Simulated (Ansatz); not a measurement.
**Decaying states in the gap of SrCaSO**

Aim: relax a made-up compound, SrCaSO, and see how good a tunnel barrier it would be. It is built by putting O for part of the S in the SrCaS2 structure of space group P4/mmm, with the volume rescaled by atomic radii. The parent structure comes from the Materials Project.

Calculated with Ansatz 0.2.0; LDA DFT, plane waves, PAW files, in the first sound run; inputs show where later runs differ.

The structure was built from a prototype and need not be the compound's stable phase.

## 1. Starting point

Symmetry: P4/mmm, No. 123, tetragonal system. The conventional cell has a = 4.046 Å, b = 4.046 Å, c = 5.720 Å, α = 90.00°, β = 90.00°, γ = 90.00°. Nearest to Sr lie 2 S at 2.86 Å and 4 O at 2.86 Å. Nearest to Ca lie 2 O at 2.86 Å and 4 S at 2.86 Å. S has 2 Sr at 2.86 Å and 4 Ca at 2.86 Å nearest. O has 2 Ca at 2.86 Å and 4 Sr at 2.86 Å nearest. It derives from SrCaS2. O for part of the S in the SrCaS2 structure of space group P4/mmm. Farther neighbours and most contacts between anions are not listed.

Structure file:

```cif
data_structure
_symmetry_space_group_name_H-M 'P 1'
_symmetry_Int_Tables_number 1
_cell_length_a 4.0462
_cell_length_b 4.0462
_cell_length_c 5.7201
_cell_angle_alpha 90.000
_cell_angle_beta 90.000
_cell_angle_gamma 90.000
_cell_volume 93.65
loop_
_atom_site_label
_atom_site_type_symbol
_atom_site_fract_x
_atom_site_fract_y
_atom_site_fract_z
_atom_site_occupancy
Sr1 Sr 0.00000 0.00000 0.00000 1
Ca2 Ca 0.50000 0.50000 0.50000 1
S3 S 0.00000 0.00000 0.50000 1
O4 O 0.50000 0.50000 0.00000 1
```

## 2. Cell and atoms at rest

The substituted atoms don't fit the parent's cell, so cell and atoms relax together. A small smearing keeps the run stable in case the gap closes on the way.

File input.yaml:

```yaml
crystal:
  lattice:
    - [4.046153331, 0.0, 0.0]
    - [0.0, 4.046153331, 0.0]
    - [0.0, 0.0, 5.7200584289]
  atoms:
    - { symbol: Sr, position: [0.0, 0.0, 0.0] }
    - { symbol: Ca, position: [0.5, 0.5, 0.5] }
    - { symbol: S, position: [0.0, 0.0, 0.5] }
    - { symbol: O, position: [0.5, 0.5, 0.0] }
kpoints:
  mp_grid: { grid: [6, 6, 4] }
scf:
  occupations: { method: gaussian, width: 0.03 }
hamiltonian:
  xc: lda
output:
  forces: true
  stress: true
relax:
  f_tol: 0.02
  max_steps: 60
  cell: {}
```

Run with:

```bash
$ ansatz run input.yaml --threads 2 --pin off --max-ram 4096MiB --backend cpu --events-out ev --progress --plain --runs-dir out
```

Numbers of over 12 decimals in the logs are rounded to 6 here.

Output:

```text
Engine: ansatz 0.2.0, aarch64-unknown-linux-gnu
Pseudopotentials: kind: paw
Pseudopotential: Sr, paw, valence charge 10, recommended cutoff 420 eV (normal), Sr.paw.azcp
Pseudopotential: Ca, paw, valence charge 10, recommended cutoff 420 eV (normal), Ca.paw.azcp
Pseudopotential: S, paw, valence charge 6, recommended cutoff 420 eV (normal), S.paw.azcp
Pseudopotential: O, paw, valence charge 6, recommended cutoff 420 eV (normal), O.paw.azcp
Functional definition: SPW92
  exchange = slater_x
  correlation = pw_c
Crystal: 4 atoms, lattice volume = 93.645 Å³
Basis set: ecut = 420 eV, 1875 PW (Γ)
Bands: 20, of which v1, the nominal top of the filled ones, is band 16 counted from 1 (15 counted from 0)
Symmetry: 16 space group operations
Space group: P4/mmm (ITA 123), of the structure as read, at distance tolerance 4.5e-5 Å
k-points: 30 of 144
Non-local potential: Sr, projectors of the file, l = 0: 3, l = 1: 2, l = 2: 2
Non-local potential: Ca, projectors of the file, l = 0: 3, l = 1: 2, l = 2: 2
Non-local potential: S, projectors of the file, l = 0: 2, l = 1: 2, l = 2: 2
Non-local potential: O, projectors of the file, l = 0: 2, l = 1: 2, l = 2: 1
PAW form: soft (Blöchl's): semilocal exchange-correlation on the pseudo side does not see the compensation charge
PAW frozen core: Sr, regenerated for the run's functional, and the local potential with it (the file was generated under x = pbe(κ = 0.804, μ = 0.219515), c = pbe(β = 0.066725))
PAW frozen core: Ca, regenerated for the run's functional, and the local potential with it (the file was generated under x = pbe(κ = 0.804, μ = 0.219515), c = pbe(β = 0.066725))
PAW frozen core: S, regenerated for the run's functional, and the local potential with it (the file was generated under x = pbe(κ = 0.804, μ = 0.219515), c = pbe(β = 0.066725))
PAW frozen core: O, regenerated for the run's functional, and the local potential with it (the file was generated under x = pbe(κ = 0.804, μ = 0.219515), c = pbe(β = 0.066725))
PAW one-centre angular grid: Sr, 110 points (default); XC on 64 Gauss nodes
PAW one-centre angular grid: Ca, 110 points (default); XC on 64 Gauss nodes
PAW one-centre angular grid: S, 110 points (default); XC on 64 Gauss nodes
PAW one-centre angular grid: O, 110 points (default); XC on 64 Gauss nodes
Initial density: superposition of atomic densities (neutral atoms: chi_scale 0, normalization atom), corrected by the library's trained network
Initial wavefunctions: pseudopotential atomic-orbital guess
Functional: x = slater, c = lda
SCF iter   1: F=—  HF=-6648.178762 eV  |F-HF|=—  |Δ(HF+E_count)|=         —  Δρ=1.19e-2  dr2=1.51e-1  ethr=1.77e-3  ⟨swp⟩=9.0  Hψ=3917  notcnv=0
preconditioner: auto → Resta (q_TF=auto, 2.281 Å⁻¹)  ε∞=3.5  [insulator: Δε(μ)=1.988 eV  Ē_g=11.474 eV  σ=0.030 eV  W_gap=1.00  n_scr=20 (ndim 8)  ℏωp=18.0 eV  f_vac=0.000  D(μ)=0.00/eV (n_scr^D=0)  ε∞_Penn≈3.5]
SCF iter   2: F=—  HF=-6648.162464 eV  |F-HF|=—  |Δ(HF+E_count)|=   1.63e-2  Δρ=8.95e-3  dr2=6.38e-2  ethr=4.72e-4  ⟨swp⟩=2.4  Hψ=1203  notcnv=0
SCF iter   3: F=—  HF=-6648.151022 eV  |F-HF|=—  |Δ(HF+E_count)|=   1.14e-2  Δρ=2.32e-3  dr2=5.24e-3  ethr=1.99e-4  ⟨swp⟩=2.2  Hψ=948  notcnv=0
SCF iter   4: F=—  HF=-6648.149457 eV  |F-HF|=—  |Δ(HF+E_count)|=   1.56e-3  Δρ=4.84e-4  dr2=2.87e-4  ethr=1.64e-5  ⟨swp⟩=2.1  Hψ=890  notcnv=0
SCF iter   5: F=—  HF=-6648.149388 eV  |F-HF|=—  |Δ(HF+E_count)|=   6.83e-5  Δρ=9.21e-5  dr2=1.06e-5  ethr=8.97e-7  ⟨swp⟩=2.7  Hψ=902  notcnv=0
SCF iter   6: F=—  HF=-6648.149393 eV  |F-HF|=—  |Δ(HF+E_count)|=   4.49e-6  Δρ=2.03e-5  dr2=5.04e-7  ethr=3.32e-8  ⟨swp⟩=2.4  Hψ=968  notcnv=0
SCF iter   7: F=-6648.149393 eV  HF=-6648.149393 eV  |F-HF|=1.41e-9  |Δ(HF+E_count)|=   4.45e-8  Δρ=3.43e-6  dr2=1.04e-8  ethr=3.13e-10  ⟨swp⟩=5.0  Hψ=2446  notcnv=0
SCF 1 converged in 7 iterations: F = -6648.149393 eV  dr2 = 1.04e-8
  greatest PAW one-centre occupation: 0.996 electrons in one spin orbital (limit 2), on the Ca atom at site 1 (counted from 0), in its partial waves of l = 0
relax step   1: F+E_penalty+E_count = -6648.14939298 eV  Δ(F+E_penalty+E_count) = +0.000e0 eV  max|allowed force component| = 3.136e-29 eV/Å  Δτ_max = 0.0000 Å  P = -9.534 GPa  Ω = 93.645 Å³  (7 SCF iters, dr2 threshold 1.00e-7 eV, accepted)
Crystal: 4 atoms, lattice volume = 82.104 Å³
Basis set: ecut = 420 eV, 1603 PW (Γ)
Initial density: handed on by an earlier stage of this run
Initial wavefunctions: those handed on with the density
iter 1 solved again at ethr=2.86e-4 eV; its pass at ethr=3.10e-3 eV (dr2=9.16e-2 eV) is discarded
SCF iter   1: F=—  HF=-6648.715693 eV  |F-HF|=—  |Δ(HF+E_count)|=         —  Δρ=8.63e-3  dr2=9.16e-2  ethr=2.86e-4  ⟨swp⟩=1.3  Hψ=4273  notcnv=0
preconditioner: auto → Resta (q_TF=auto, 2.332 Å⁻¹)  ε∞=3.2  [insulator: Δε(μ)=1.753 eV  Ē_g=14.610 eV  σ=0.030 eV  W_gap=1.00  n_scr=20 (ndim 8)  ℏωp=21.7 eV  f_vac=0.000  D(μ)=0.00/eV (n_scr^D=0)  ε∞_Penn≈3.2]
SCF iter   2: F=—  HF=-6648.702071 eV  |F-HF|=—  |Δ(HF+E_count)|=   1.36e-2  Δρ=7.34e-3  dr2=3.44e-2  ethr=2.86e-4  ⟨swp⟩=2.7  Hψ=996  notcnv=0
SCF iter   3: F=—  HF=-6648.695812 eV  |F-HF|=—  |Δ(HF+E_count)|=   6.26e-3  Δρ=2.04e-3  dr2=5.50e-3  ethr=1.07e-4  ⟨swp⟩=2.2  Hψ=1066  notcnv=0
SCF iter   4: F=—  HF=-6648.694356 eV  |F-HF|=—  |Δ(HF+E_count)|=   1.46e-3  Δρ=4.58e-4  dr2=2.69e-4  ethr=1.72e-5  ⟨swp⟩=3.0  Hψ=1103  notcnv=0
SCF iter   5: F=—  HF=-6648.694345 eV  |F-HF|=—  |Δ(HF+E_count)|=   1.13e-5  Δρ=8.73e-5  dr2=7.09e-6  ethr=8.41e-7  ⟨swp⟩=2.6  Hψ=955  notcnv=0
SCF iter   6: F=-6648.694346 eV  HF=-6648.694346 eV  |F-HF|=1.48e-8  |Δ(HF+E_count)|=   1.63e-6  Δρ=1.00e-5  dr2=6.84e-8  ethr=1.25e-9  ⟨swp⟩=4.0  Hψ=2684  notcnv=0
SCF 2 converged in 6 iterations: F = -6648.694346 eV  dr2 = 6.84e-8
relax step   2: F+E_penalty+E_count = -6648.69434622 eV  Δ(F+E_penalty+E_count) = -5.450e-1 eV  max|allowed force component| = 2.317e-29 eV/Å  Δτ_max = 0.0000 Å  P = -3.491 GPa  Ω = 82.104 Å³  energy of the carried Pulay correction = +1.381e-2 eV  (6 SCF iters, dr2 threshold 4.00e-7 eV, accepted)
Crystal: 4 atoms, lattice volume = 76.013 Å³
Basis set: ecut = 420 eV, 1491 PW (Γ)
iter 1 solved again at ethr=8.47e-5 eV; its pass at ethr=3.10e-3 eV (dr2=2.71e-2 eV) is discarded
SCF iter   1: F=—  HF=-6648.766264 eV  |F-HF|=—  |Δ(HF+E_count)|=         —  Δρ=5.01e-3  dr2=2.77e-2  ethr=8.47e-5  ⟨swp⟩=2.0  Hψ=4395  notcnv=0
preconditioner: auto → none  [insulator: Δε(μ)=1.769 eV  Ē_g=14.750 eV  σ=0.030 eV  W_gap=1.00  n_scr=16 (ndim 8)  ℏωp=22.5 eV  f_vac=0.000  D(μ)=0.00/eV (n_scr^D=0)  ε∞_Penn≈3.3]
SCF iter   2: F=—  HF=-6648.756886 eV  |F-HF|=—  |Δ(HF+E_count)|=   9.38e-3  Δρ=1.87e-3  dr2=2.65e-3  ethr=8.47e-5  ⟨swp⟩=3.0  Hψ=1130  notcnv=0
SCF iter   3: F=—  HF=-6648.756091 eV  |F-HF|=—  |Δ(HF+E_count)|=   7.95e-4  Δρ=5.75e-4  dr2=2.48e-4  ethr=8.28e-6  ⟨swp⟩=2.0  Hψ=821  notcnv=0
SCF iter   4: F=—  HF=-6648.756056 eV  |F-HF|=—  |Δ(HF+E_count)|=   3.54e-5  Δρ=1.55e-4  dr2=1.38e-5  ethr=7.73e-7  ⟨swp⟩=2.2  Hψ=822  notcnv=0
SCF iter   5: F=—  HF=-6648.756057 eV  |F-HF|=—  |Δ(HF+E_count)|=   1.22e-6  Δρ=3.33e-5  dr2=4.92e-7  ethr=4.33e-8  ⟨swp⟩=2.5  Hψ=917  notcnv=0
SCF iter   6: F=-6648.756057 eV  HF=-6648.756057 eV  |F-HF|=3.40e-8  |Δ(HF+E_count)|=   3.66e-8  Δρ=8.20e-6  dr2=4.96e-8  ethr=1.25e-9  ⟨swp⟩=4.9  Hψ=2200  notcnv=0
SCF 3 converged in 6 iterations: F = -6648.756057 eV  dr2 = 4.96e-8
relax step   3: F+E_penalty+E_count = -6648.75605699 eV  Δ(F+E_penalty+E_count) = -6.171e-2 eV  max|allowed force component| = 1.376e-29 eV/Å  Δτ_max = 0.0000 Å  P = +2.386 GPa  Ω = 76.013 Å³  energy of the carried Pulay correction = +2.184e-2 eV  (6 SCF iters, dr2 threshold 4.00e-7 eV, accepted)
[...]
relax step   4: F+E_penalty+E_count = -6648.76950997 eV  Δ(F+E_penalty+E_count) = -1.345e-2 eV  max|allowed force component| = 3.821e-29 eV/Å  Δτ_max = 0.0000 Å  P = -0.212 GPa  Ω = 78.374 Å³  energy of the carried Pulay correction = +1.866e-2 eV  (6 SCF iters, dr2 threshold 4.00e-7 eV, accepted)
[...]
relax step   5: F+E_penalty+E_count = -6648.77021485 eV  Δ(F+E_penalty+E_count) = -7.049e-4 eV  max|allowed force component| = 5.640e-29 eV/Å  Δτ_max = 0.0000 Å  P = +0.006 GPa  Ω = 78.182 Å³  energy of the carried Pulay correction = +1.891e-2 eV  (6 SCF iters, dr2 threshold 3.81e-7 eV, accepted)
[...]
relax step   6: F+E_penalty+E_count = -6648.76177078 eV  Δ(F+E_penalty+E_count) = +8.444e-3 eV  max|allowed force component| = 6.942e-29 eV/Å  Δτ_max = 0.0000 Å  P = -0.173 GPa  Ω = 78.182 Å³  stress off target by 1.91e-1 GPa  SCF on the basis re-selected at this cell (its energy is not comparable with the rows above)  (6 SCF iters)
[...]
relax step   7: F+E_penalty+E_count = -6648.76209691 eV  Δ(F+E_penalty+E_count) = -3.261e-4 eV  max|allowed force component| = 5.049e-29 eV/Å  Δτ_max = 0.0000 Å  P = -0.002 GPa  Ω = 78.014 Å³  energy of the carried Pulay correction = +2.325e-4 eV  (6 SCF iters, dr2 threshold 9.15e-8 eV, accepted)
iter 1 solved again at ethr=6.70e-7 eV; its pass at ethr=3.10e-3 eV (dr2=2.14e-4 eV) is discarded
SCF iter   1: F=—  HF=-6648.761891 eV  |F-HF|=—  |Δ(HF+E_count)|=         —  Δρ=1.08e-5  dr2=1.47e-8  ethr=6.70e-7  ⟨swp⟩=3.5  Hψ=5535  notcnv=0
eigensolver tolerance schedule: the retry pair's looser diagonalisation over-reported the residual by 14565.49 of it (diagonalisation noise at an unbounded share of the residual, at the tolerance the schedule requests for it); recorded, not acted on — ethr = c·dr2/N_el stays at c = 1.0e-1
preconditioner: auto → none  [insulator: Δε(μ)=1.987 eV  Ē_g=14.728 eV  σ=0.030 eV  W_gap=1.00  n_scr=16 (ndim 8)  ℏωp=22.2 eV  f_vac=0.000  D(μ)=0.00/eV (n_scr^D=0)  ε∞_Penn≈3.3]
SCF iter   2: F=—  HF=-6648.761888 eV  |F-HF|=—  |Δ(HF+E_count)|=   2.93e-6  Δρ=4.83e-6  dr2=3.32e-9  ethr=4.60e-11  ⟨swp⟩=3.8  Hψ=1679  notcnv=0
SCF iter   3: F=—  HF=-6648.761888 eV  |F-HF|=—  |Δ(HF+E_count)|=  5.66e-10  Δρ=1.79e-6  dr2=3.10e-10  ethr=1.04e-11  ⟨swp⟩=2.3  Hψ=843  notcnv=0
iter 4 did not close the SCF: its close was put off for the readings that it lacked (scf_convergence_deferred on its scf_iter line)
SCF iter   4: F=-6648.761888 eV  HF=-6648.761888 eV  |F-HF|=1.82e-12  |Δ(HF+E_count)|=  1.96e-10  Δρ=1.57e-7  dr2=7.30e-12  ethr=1.00e-12  ⟨swp⟩=2.0  Hψ=819  notcnv=0
iter 5 did not close the SCF: its close was put off for the readings that it lacked (scf_convergence_deferred on its scf_iter line)
SCF iter   5: F=-6648.761888 eV  HF=-6648.761888 eV  |F-HF|=1.82e-12  |Δ(HF+E_count)|=    0.00e0  Δρ=4.22e-8  dr2=8.43e-13  ethr=1.00e-12  ⟨swp⟩=1.0  Hψ=600  notcnv=0
iter 6 did not close the SCF: its close was put off for the readings that it lacked (scf_convergence_deferred on its scf_iter line)
SCF iter   6: F=-6648.761888 eV  HF=-6648.761888 eV  |F-HF|=9.09e-13  |Δ(HF+E_count)|=  9.09e-13  Δρ=1.51e-8  dr2=1.34e-13  ethr=1.00e-12  ⟨swp⟩=1.0  Hψ=600  notcnv=0
iter 7 did not close the SCF: its close was put off for the readings that it lacked (scf_convergence_deferred on its scf_iter line)
SCF iter   7: F=-6648.761888 eV  HF=-6648.761888 eV  |F-HF|=9.09e-13  |Δ(HF+E_count)|=    0.00e0  Δρ=3.78e-9  dr2=7.38e-15  ethr=1.00e-12  ⟨swp⟩=1.0  Hψ=600  notcnv=0
SCF iter   8: F=-6648.761888 eV  HF=-6648.761888 eV  |F-HF|=0.00e0  |Δ(HF+E_count)|=  1.82e-12  Δρ=1.08e-9  dr2=3.38e-16  ethr=1.00e-12  ⟨swp⟩=1.8  Hψ=1375  notcnv=0
SCF 8 converged in 8 iterations: F = -6648.761888 eV  dr2 = 3.38e-16
relax step   8: F+E_penalty+E_count = -6648.76188800 eV  Δ(F+E_penalty+E_count) = +2.089e-4 eV  max|allowed force component| = 3.629e-29 eV/Å  Δτ_max = 0.0000 Å  P = -0.005 GPa  Ω = 78.014 Å³  stress off target by 6.63e-3 GPa  SCF on the basis re-selected at this cell (its energy is not comparable with the rows above)  (8 SCF iters)
basis re-selected at this cell: Δ(F+E_penalty+E_count) = +2.089e-4 eV, ΔP = -0.003 GPa vs the last step (what re-selecting the basis moved, of the pressure what is left beyond the Pulay correction that the steps carried, after the strain that the cell walked since its last selection, with what the two solves' SCF thresholds leave and, on support functions, any second-order correction that the steps lacked; it is no measure of the basis error at this ecutwfc). The dense FFT grid was sized anew with the basis: this SCF ran on 25×25×40 points, the steps before it on 27×27×40, so part of this shift can come from that change (see relax.cell in the input reference). [rest of the remark cut]
SCF converged after 8 iterations
Free energy (F): -6648.761888 eV
Harris-Foulkes:  -6648.761888 eV  (|F-HF|=0.00e0)
Internal energy: -6648.761888 eV  (E = F + TS)
E sigma→0 (E₀):  -6648.761888 eV
Fermi energy:    7.969389 eV
--- Per-component energies (eV) ---
  E_band       = -194.215535
  E_kinetic    = 809.435165
  E_local      = -1687.597821  (includes V_loc(G=0)·N_el)
  E_nonlocal   = 352.583607
  E_hartree    = 500.127665
  E_xc         = -479.597607
  E_vxc        = -518.012158  (∫ρ·V_xc dr)
  E_paw        = -4128.753219  (= ΣΔE_a)
  E_vpaw       = -150.882065  (= ΣTr[D̂ρ^β])
  E_aug_tail   = 0.002408  (compensation charges beyond the density's cutoff)
  E_ewald      = -2015.789506
  E_core_change = 0.827420  (= ΣΔE_core)
  E_smearing   = -0.000000  (= −TS)
  E_closure    = 0.000000  (closes the sum)
  Σ components = -6648.761888   (vs F -6648.761888, Δ=0.00e0)
--- Forces (eV/Å), atoms counted from 1 ---
  atom   1  Sr     0.00000000     0.00000000     0.00000000
  atom   2  Ca     0.00000000    -0.00000000     0.00000000
  atom   3  S      0.00000000     0.00000000     0.00000000
  atom   4  O     -0.00000000    -0.00000000     0.00000000
  max |Σ_I F_I| component: 1.07e-28 eV/Å
--- Stress (GPa, compression-positive) ---
       -0.004166       0.000000       0.000000
        0.000000      -0.004166       0.000000
        0.000000       0.000000      -0.006634
  P = ⅓ Tr σ = -0.0050 GPa (-0.050 kbar)
--- Relaxed structure (6 steps of the walk, 6 accepted, 2 SCFs on fresh bases) ---
  F+E_penalty+E_count = -6648.76188800 eV   max|allowed force component| = 3.629e-29 eV/Å   (the final SCF, on the basis selected at the relaxed cell)
  cell:  # Å, volume = 78.0143 Å³
    - [3.739133, 0, 0.0]
    - [0, 3.739133, 0.0]
    - [0.0, 0.0, 5.579977]
  atoms:
    - { symbol: Sr, position: [0, 0, 0.0] }
    - { symbol: Ca, position: [0.500000, 0.500000, 0.5] }
    - { symbol: S, position: [0, 0, 0.5] }
    - { symbol: O, position: [0.500000, 0.500000, 0.0] }
```

It took 10 s on 2 threads of Arm Neoverse V2, shared host; peak memory 0.37 GiB; 20 s of CPU time.

Relaxation path:

```tsv
step	energy less that of the first step (eV)	largest force component (eV/Å)	pressure (GPa)	volume (Å³)
1	0.0000	0.0000	-9.53	93.65
2	-0.5450	0.0000	-3.49	82.10
3	-0.6067	0.0000	2.39	76.01
4	-0.6201	0.0000	-0.21	78.37
5	-0.6208	0.0000	0.01	78.18
6*	-0.6124	0.0000	-0.17	78.18
7	-0.6127	0.0000	0.00	78.01
8*	-0.6125	0.0000	0.00	78.01
```

Relaxation steps marked * repeat the geometry before them on a plane-wave basis chosen anew for their cell, so energy and pressure can jump there.

Forces are held to the 16 operations that the run works with; a distortion that breaks them can't arise in this run.

```tsv
conventional cell, symmetrised	before	after	change
a (Å)	4.046	3.739	-7.6 %
b (Å)	4.046	3.739	-7.6 %
c (Å)	5.720	5.580	-2.4 %
volume (Å³/atom)	23.41	19.50	-16.7 %
```

Final coordinates:

```cif
data_structure
_symmetry_space_group_name_H-M 'P 1'
_symmetry_Int_Tables_number 1
_cell_length_a 3.7391
_cell_length_b 3.7391
_cell_length_c 5.5800
_cell_angle_alpha 90.000
_cell_angle_beta 90.000
_cell_angle_gamma 90.000
_cell_volume 78.01
loop_
_atom_site_label
_atom_site_type_symbol
_atom_site_fract_x
_atom_site_fract_y
_atom_site_fract_z
_atom_site_occupancy
Sr1 Sr 0.00000 0.00000 0.00000 1
Ca2 Ca 0.50000 0.50000 0.50000 1
S3 S 0.00000 0.00000 0.50000 1
O4 O 0.50000 0.50000 0.00000 1
```

This step gave:

```
free energy  : -6648.7619 eV
Fermi energy : 7.969 eV
pressure     : -0.004989 GPa
```

The largest force component on a free atom ends at 3.6e-29 eV/Å.

[end of part 1 of 3]

[Logs are printed without paths, hosts, clocks, repeated set-up lines and the standing remarks that a program may print on its own settings, such as how far it seeks lower states.]

[Hosts, paths, dates, database ids (printed as entryN), source tags and the programs' standing remarks are cut or masked in the printed files.]
